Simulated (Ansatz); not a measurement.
# Relaxing twisted 2H-MoTe2/1T-TiSe2 bilayer, 87.80° (78 atoms), part 2 of 2

How does twisted 2H-MoTe2/1T-TiSe2 bilayer, 87.80° (78 atoms) relax, and what do bonds, charges and levels look like afterwards?

Ansatz 0.2.0; Kohn-Sham DFT, PBE+D3(BJ), PAW (set soft_2, large core), plane waves.

The cell: 13 Mo, 26 Te, 13 Ti and 26 Se. The main run has no spin polarisation. The Brillouin zone is sampled at Γ only, in a cell whose shortest periodic width is 11 Å. No spin–orbit coupling is included.

So far. Step 2 (Relaxation): The relaxation changed the energy by -11.3 meV/atom, and atoms moved by 0.058 Å r.m.s., 0.13 Å at most.

## (4) Single point at the relaxed geometry

The electronic structure is read at the final geometry, in a run of its own.

input.yaml

```yaml
crystal:
  lattice:
    - [12.7276, 0.0, 0.0]
    - [-6.3638, 11.02242, 0.0]
    - [0.0, 0.0, 26.04]
  atoms:
    - { symbol: Mo, position: [0.12709, 0.17943, 0.37671] }
    - { symbol: Te, position: [0.17957, 0.05267, 0.44606] }
    - { symbol: Te, position: [0.17947, 0.0518, 0.30731] }
    - { symbol: Mo, position: [0.20724, 0.48765, 0.37671] }
    [... 68 atom lines left out ...]
    - { symbol: Ti, position: [0.85519, 0.46769, 0.63284] }
    - { symbol: Se, position: [0.02172, 0.58781, 0.69271] }
    - { symbol: Se, position: [0.9677, 0.40621, 0.57414] }
    - { symbol: Ti, position: [0.93239, 0.23585, 0.63235] }
    - { symbol: Se, position: [0.09864, 0.35737, 0.69245] }
    - { symbol: Se, position: [0.04788, 0.17683, 0.57349] }
kpoints:
  mp_grid: { grid: [1, 1, 1] }
hamiltonian:
  xc: pbe
  dispersion: d3bj
  pseudopotentials: { kind: paw, core: large }
scf:
  occupations: { method: fermi_dirac, width: 0.025 }
output:
  forces: true
  populations: true
  dos:
    method: { smearing: { sigma: 0.1 } }
    de: 0.1
    projected:
      site_lists:
        Mo: [Mo]
        Se: [Se]
        Te: [Te]
        Ti: [Ti]
        layer_1: [0, 1, 2, 3, 4, 5, 6, 7, 8, 9, 10, 11, 12, 13, 14, 15, 16, 17, 18, 19, 20, 21, 22, 23, 24, 25, 26, 27, 28, 29, 30, 31, 32, 33, 34, 35, 36, 37, 38]
        layer_2: [39, 40, 41, 42, 43, 44, 45, 46, 47, 48, 49, 50, 51, 52, 53, 54, 55, 56, 57, 58, 59, 60, 61, 62, 63, 64, 65, 66, 67, 68, 69, 70, 71, 72, 73, 74, 75, 76, 77]
  eigenvalues: true
  write_density: true
  write_potential: true
  volumetric_format: npy
  elf: true
```

Launch:

```
$ ansatz run input.yaml --threads 4 --pin off --max-ram 8192MiB --backend cpu --events-out ev --progress --plain --runs-dir out
```

Numbers of over 12 decimals in the logs are rounded to 6 here.

Output:

```text
[...]
Crystal: 78 atoms, lattice volume = 3653.124 Å³
Basis set: ecut = 420 eV, 71403 PW (Γ), exchange–correlation on 180×180×360 points (8 copies of the dense FFT grid, shifted against one another)
Bands: 403, of which v1, the nominal top of the filled ones, is band 325 counted from 1 (324 counted from 0)
Symmetry: 1 space group operations
[...]
k-points: 1
[...]
SCF iter   1: F=—  HF=-292629.118050 eV  |F-HF|=—  |Δ(HF+E_count)|=         —  Δρ=3.41e-2  dr2=1.28e2  ethr=3.10e-3  ⟨swp⟩=7.0  Hψ=1886  notcnv=0  defer=27
[...]
SCF iter  16: F=-292613.854039 eV  HF=-292613.854039 eV  |F-HF|=2.50e-8  |Δ(HF+E_count)|=   3.86e-7  Δρ=8.02e-7  dr2=9.58e-8  ethr=1.54e-11  ⟨swp⟩=25.0  Hψ=3961  notcnv=0
SCF 1 converged in 16 iterations: F = -292613.854039 eV  dr2 = 9.58e-8
[...]
SCF converged after 16 iterations
Free energy (F): -292613.854039 eV
[...]
Internal energy: -292613.853828 eV  (E = F + TS)
E sigma→0 (E₀):  -292613.853934 eV
Entropy (-TS):   -0.000210 eV (-0.003 meV/atom)
Fermi energy:    2.088264 eV
[...]
--- Forces (eV/Å), atoms counted from 1 ---
  atom   1  Mo    -0.00110167     0.00057413     0.00389008
  atom   2  Te    -0.00229380    -0.00027500     0.00593243
  atom   3  Te     0.00029827    -0.00132980    -0.00085350
  atom   4  Mo     0.00034788    -0.00030636    -0.00087915
  atom   5  Te    -0.00206614    -0.00135113    -0.00033530
  atom   6  Te     0.00033366     0.00067840     0.00019695
  atom   7  Mo     0.00293783     0.00145631     0.00318622
  atom   8  Te    -0.00175554    -0.00068608     0.00187984
  atom   9  Te     0.00018445    -0.00103060     0.00119134
  atom  10  Mo     0.00069239    -0.00029253     0.00382260
  atom  11  Te    -0.00068360     0.00184449    -0.00545308
  atom  12  Te     0.00059658     0.00021881     0.00118338
  atom  13  Mo    -0.00058230     0.00151532    -0.00216271
  atom  14  Te    -0.00118842    -0.00066670    -0.00113758
[...]
atom  77  Se     0.00458857    -0.00600862     0.00004672
  atom  78  Se    -0.00788992    -0.00971113    -0.01518574
  max |Σ_I F_I| component: 1.36e-5 eV/Å
--- Band table (eV) ---
[...]
--- Löwdin populations: 78 sites ---
  site symbol       q [e]
     0     Mo     14.0486
     1     Te      5.8560
     2     Te      5.8808
[...]
77     Se      6.3310
  spilling = 0.006873 (of n_electrons = 650.000000)
```

Elapsed: 86 s, on 4 threads of Arm Neoverse V2, shared host; peak memory 4.5 GiB; 5.6 min of CPU time.

Numbers from this run:

* free energy: -292613.8540 eV
* free energy per atom: -3751.4597 eV/atom
* SCF cycles: 16
* r.m.s. force component: 0.00714 eV/Å
* longest force: 0.03211 eV/Å
* Fermi energy: 2.088 eV
* gap (highest filled to lowest empty level): 0.4718 eV
* spilling of the projection: 0.006873

Löwdin charges by element (they lack the spilled electrons, 0.057 e an atom on average):

```
element  coordination  atoms  mean charge (e)  spread    least     most
     Mo           all     13          -0.0486  8.0e-4  -0.0498  -0.0471
     Se           all     26           -0.320   0.012   -0.336   -0.307
     Te           all     26            0.131  0.0125    0.117    0.152
     Ti           all     13            0.769  0.0011    0.767    0.771
```

By region:

```
 region  atoms  mean length of the force (eV/Å)
layer 1     39                            0.002
layer 2     39                            0.016
```

States in the cell by windows of 1 eV, zero at the Fermi level; the larger projections on atomic orbitals stand beside the total:

```
from (eV)  to (eV)  total  layer 1  layer 2  Se p  Te p  Mo d  Ti d
      -18      -15    0.0      0.0      0.0   0.0   0.0   0.0   0.0
      -15      -14    0.6      0.0      0.6   0.0   0.0   0.0   0.0
      -14      -13   15.1      0.3     14.8   0.4   0.0   0.0   0.1
      -13      -12   38.6      2.3     36.2   0.5   0.1   0.0   2.5
      -12      -11   25.7     25.4      0.2   0.1   1.5   1.2   0.0
      -11      -10   24.0     23.9      0.1   0.0   0.4   2.6   0.0
      -10       -6    0.0      0.0      0.0   0.0   0.0   0.0   0.0
       -6       -5   23.4     13.4      9.8   7.2   9.9   1.9   1.4
       -5       -4   49.5     23.0     26.0  20.9  16.2   6.0   3.1
       -4       -3   72.8     38.0     34.0  24.5  22.4  11.9   7.7
       -3       -2   91.9     36.7     53.9  38.7  22.8  12.9  13.9
       -2       -1   66.6     41.1     24.5  19.6  22.1  17.7   4.4
       -1        0   33.8     27.2      6.1   3.6   8.9  17.6   2.4
        0        1   31.6      1.0     30.0   6.5   0.3   0.6  23.2
        1        2   98.3     49.1     47.1   7.4  15.2  32.4  39.1
```

The stored curve holds about 442 of the 650 electrons; the rest, give or take the few that broadening carries across the Fermi level, lie in deeper levels below its range.

The levels nearest the highest filled one (over half full), pooled over k-points and spins:

```
level less the highest filled one (eV)  occupation
                                -0.143           2
                                -0.129           2
                                -0.128           2
                                -0.121           2
                               -0.0024           2
                                     0           2
                                 0.472           0
                                 0.479           0
                                 0.487           0
                                 0.491           0
                                 0.509           0
                                 0.522           0
```

Planar average of the electrostatic potential energy along the normal, with the Fermi level as zero, after a running mean with a triangular window 4 Å wide at its base:

```
height (Å)  potential energy (eV)
       0.0                   4.91
       0.7                   4.88
       1.4                   4.86
       2.2                   4.84
       2.9                   4.82
       3.8                   4.78
       4.5                   4.72
       5.2                   4.44
       5.9                   3.20
       6.7                   0.67
       7.4                  -2.61
       8.1                  -5.74
       8.8                  -7.77
       9.5                  -8.85
      10.4                  -8.45
      11.1                  -7.01
      11.9                  -4.40
      12.6                  -1.59
      13.3                  -0.68
      14.0                  -2.21
      14.8                  -5.42
      15.5                  -7.31
      16.3                  -8.06
      17.1                  -7.66
      17.8                  -6.59
      18.5                  -3.54
      19.2                   0.40
      20.0                   3.44
      20.7                   4.82
      21.4                   5.02
      22.1                   5.03
      23.0                   5.00
      23.7                   4.98
      24.4                   4.96
      25.2                   4.93
      25.9                   4.91
```

Electrostatic potential energy in the cb plane at fractional x = 0.009, with atoms of Te and Ti and Se within 0.2 Å of it. With pseudopotentials it is smooth inside the atoms' cores, unlike the true potential.

Ten even steps from '0' (-38 eV) to '9' (7 eV), each cell a mean:
```
99999999999999999999999999999999998731025899
99999999999999999876678999999999998876568889
99999999999999998730037899999999988999888646
99999999999999998610016899999999999999987303
99999999999999998741247899999999999988888656
99999999999998888887788888899999999876568889
99999999999987667899998766789999998875568999
99999999999987667888888766789999998887788889
99999999999998888752257888899999999999887323
99999999999999998600005899999999999999982000
99999999999999998610016899999999999999983000
99999999999998667764467766899999988899998545
99999999999973223588886322379998522589999999
99999999999852442489984244258997100178999999
99999999999963222589985222369998411479999999
99999999999987667888888766789999888888888888
99999999999999999988889999999999999876577778
99999999999999999998899999999999998875467888
99999999999987667899998766789999755777778999
99999999999974224789887422479997200278899999
99999999999974224788887422479997100178999999
99999999999987667888888766789999755777788999
99999999999999889999999988999999998752236899
99999999999999999999999999999999998620004899
```
Columns run along c (16.0 Å, from fractional 0.10 to 0.72 of the cell; values clipped at the 3rd and 97th percentile), rows up along b (12.7 Å). Atoms in or near the plane, at fractional coordinates: Te at (0.45, 0.44), Te at (0.31, 0.44), Ti at (0.63, 0.01), Se at (0.69, 0.59).

Valence density in the cb plane at fractional x = 0.009, with atoms of Te and Ti and Se within 0.2 Å of it. It is the smooth field of the valence electrons, not physical close to the nuclei.

Ten steps, logarithmic in the rise over the least value, from '0' (0.0 e/Å³) to '9' (9.0 e/Å³), each cell a mean:
```
00000011111111111111000001123689742110000000
00000111222333322211100011222344333321100000
00000112234677532221100012222222234443100000
00000012234788643221000011222112344443210000
00000112223566532221100001111122334443100000
00000122222233222222100001122234333221000000
00001233332222223333210012222344322110000000
00001233333333333333210012222222223321100000
00000122333566433322100001121112344443210000
00000012234788743211000000111112344344310000
00000112234688643221000000111112344344310000
00001233333455433332210012332222234443100000
00012333333322343333321134444321122211000000
00012432233322333223321234444421111110000000
00012333333322333334321234444321122211000000
00001233333222233333210112333222233332100000
00000112222222222221100001122234334432100000
00000112222222222221100011222344433322100000
00001233332222233333211123444332222211000000
00002333343322334333321234444422111110000000
00012333343322334333321234444421111110000000
00001233333222233333211123444332221110000000
00000112222222222221100011223577632110000000
00000011111111111110000001113799842110000000
```
Columns run along c (16.0 Å, from fractional 0.20 to 0.82 of the cell), rows up along b (12.7 Å). Atoms in or near the plane, at fractional coordinates: Te at (0.45, 0.44), Te at (0.31, 0.44), Ti at (0.63, 0.01), Se at (0.69, 0.59).

Mean Löwdin charges: Mo -0.05, Se -0.32, Te +0.13, Ti +0.77 e (they miss 0.69 % of the electrons, so they add up to more than the cell's charge). The largest share in the top eV of filled states is Mo d (47 % of the projected weight), and in the lowest eV of empty states Ti d (68 % of the projected weight). The potential slopes across the vacuum by 0.031 eV/Å: the slab bears a dipole, and with periodic images along the normal there is no flat vacuum level to read.

The surroundings of Se45, picked at random, nearest first, numbered as they follow in the input and with coordinates relative to it.

```
atom      x      y     z  distance (Å)  bonds  Löwdin charge (e)
Se45   0.00   0.00  0.00          0.00      3              -0.33
Ti43  -1.83   0.66  1.55          2.48      6               0.77
Ti52   0.62  -1.87  1.57          2.52      6               0.77
Ti55   1.60   1.51  1.55          2.69      6               0.77
Se48   0.98   3.38  0.00          3.51      3              -0.33
Se78  -0.96  -3.39  0.01          3.52      3              -0.33
Se54   2.43  -2.55  0.00          3.52      3              -0.34
Se42  -2.44   2.54  0.00          3.53      3              -0.33
```

The column of bonds counts only the pairs Se-Ti within 3.28 Å, Te-Mo within 3.42 Å; other neighbours, such as metal atoms beside each other in a compound, aren't counted, and periodic images can show an atom twice.

## (5) Outcome

```json
{"energy change in the relaxation": "-11.33 meV/atom", "r.m.s. displacement": "0.058 Å", "largest displacement": "0.128 Å", "free energy per atom": "-3751.4597 eV/atom", "r.m.s. force component": "0.00714 eV/Å", "gap (highest filled to lowest empty level)": "0.4718 eV", "wall time of the 2 DFT runs": "8.4 min"}
```

In words: Relaxation lowers the energy by 11.3 meV/atom and moves atoms by 0.058 Å r.m.s. By the final cutoffs no bond was broken or made. First to last step the energy falls by 0.884 eV; the largest move, 0.13 Å, is that of Ti55. With the cutoffs above, all Mo atoms have 6, all Se atoms have 3, all Te atoms have 3 and all Ti atoms have 6 bonded neighbours. Between filled and empty levels lie 0.472 eV at Γ alone; the mesh holds the band edges only if they fold onto it, so the gap at this level can be narrower or closed.

Caveats: The slab bears a dipole and has periodic images along its normal, so a spurious field crosses the vacuum.

[Logs are printed without paths, hosts, clocks, repeated set-up lines and the standing remarks that a program may print on its own settings, such as how far it seeks lower states.]

[Hosts, paths, dates, database ids (printed as entryN), source tags and the programs' standing remarks are cut or masked in the printed files.]
